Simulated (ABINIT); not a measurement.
**BaTiO3 (Pm-3m): refractive index against wavelength**

The refractive index of BaTiO3 (Pm-3m) below the direct gap (1.93 eV on the mesh) is read from one computed spectrum, n = √(Re ε).

It takes space group Pm-3m (No. 221, cubic). The conventional cell has a = 4.006 Å, b = 4.006 Å, c = 4.006 Å, α = 90.00°, β = 90.00°, γ = 90.00°. Ba on site b has 12 O at 2.83 Å as nearest neighbours. Around Ti on site a lie 6 O at 2.00 Å. O on site d is surrounded by 2 Ti at 2.00 Å.

Method: ABINIT 10.8.3, PBE, independent particles, k-mesh 8×8×8, Lorentzian half width 0.05 eV.

Launch of the response step: `optic optic.abi`. The run took 3.0 min, its band step included, on 4 threads of AMD EPYC 7R43 64-Core Processor (Zen 3), on a shared host.

```
wavelength (nm)  photon energy E (eV)       n
           3000                 0.413  2.5965
           2000                 0.620  2.6085
           1550                 0.800  2.6234
           1310                 0.946  2.6392
           1064                 1.165       ?
```

In the single-oscillator model n² − 1 = E₀E_d/(E₀² − E²), so 1/(n² − 1) = E₀/E_d − E²/(E₀E_d) is linear in E².

Working, on the rows shown:

| x = E² (eV²) | y = 1/(n² − 1) |
| --- | --- |
| 0.170801 | 0.174161 |
| 0.384302 | 0.172287 |
| 0.639837 | 0.170004 |
| 0.895757 | 0.167634 |

Means: x̄ = 0.52267, ȳ = 0.17102. Σ(x − x̄)(y − ȳ) = -0.002663, Σ(x − x̄)² = 0.2959. Slope = -0.002663 / 0.2959 = -0.009; intercept = ȳ − slope · x̄ = 0.17573. Turned back into n, the line misses the rows shown by at most 0.00024.

Question: Fill in the last column of the withheld row.

Answer: At x = 1.3578 the line gives y = 0.1635, that is 2.6676. The run gave 2.6699, so the extrapolation is off by 0.0023, 3 % of the range in the table.

Refitted with all rows, the slope is -0.009258 and the intercept 0.17584. These give E₀ = √(intercept/−slope) = 4.36 eV and E_d = E₀/intercept = 24.8 eV; E₀ is 2.3 times the direct gap. The electronic limit at long wavelengths, without lattice vibrations, is n = √(1 + 1/intercept) = 2.586. Excitons are left out and so are local fields; PBE gaps are as a rule too small. The values come from a sum over the points of one k-mesh and carry its error, which grows as the direct gap shrinks. Spin-orbit coupling is left out.

[Logs are printed without paths, hosts, clocks, repeated set-up lines and the standing remarks that a program may print on its own settings, such as how far it seeks lower states.]
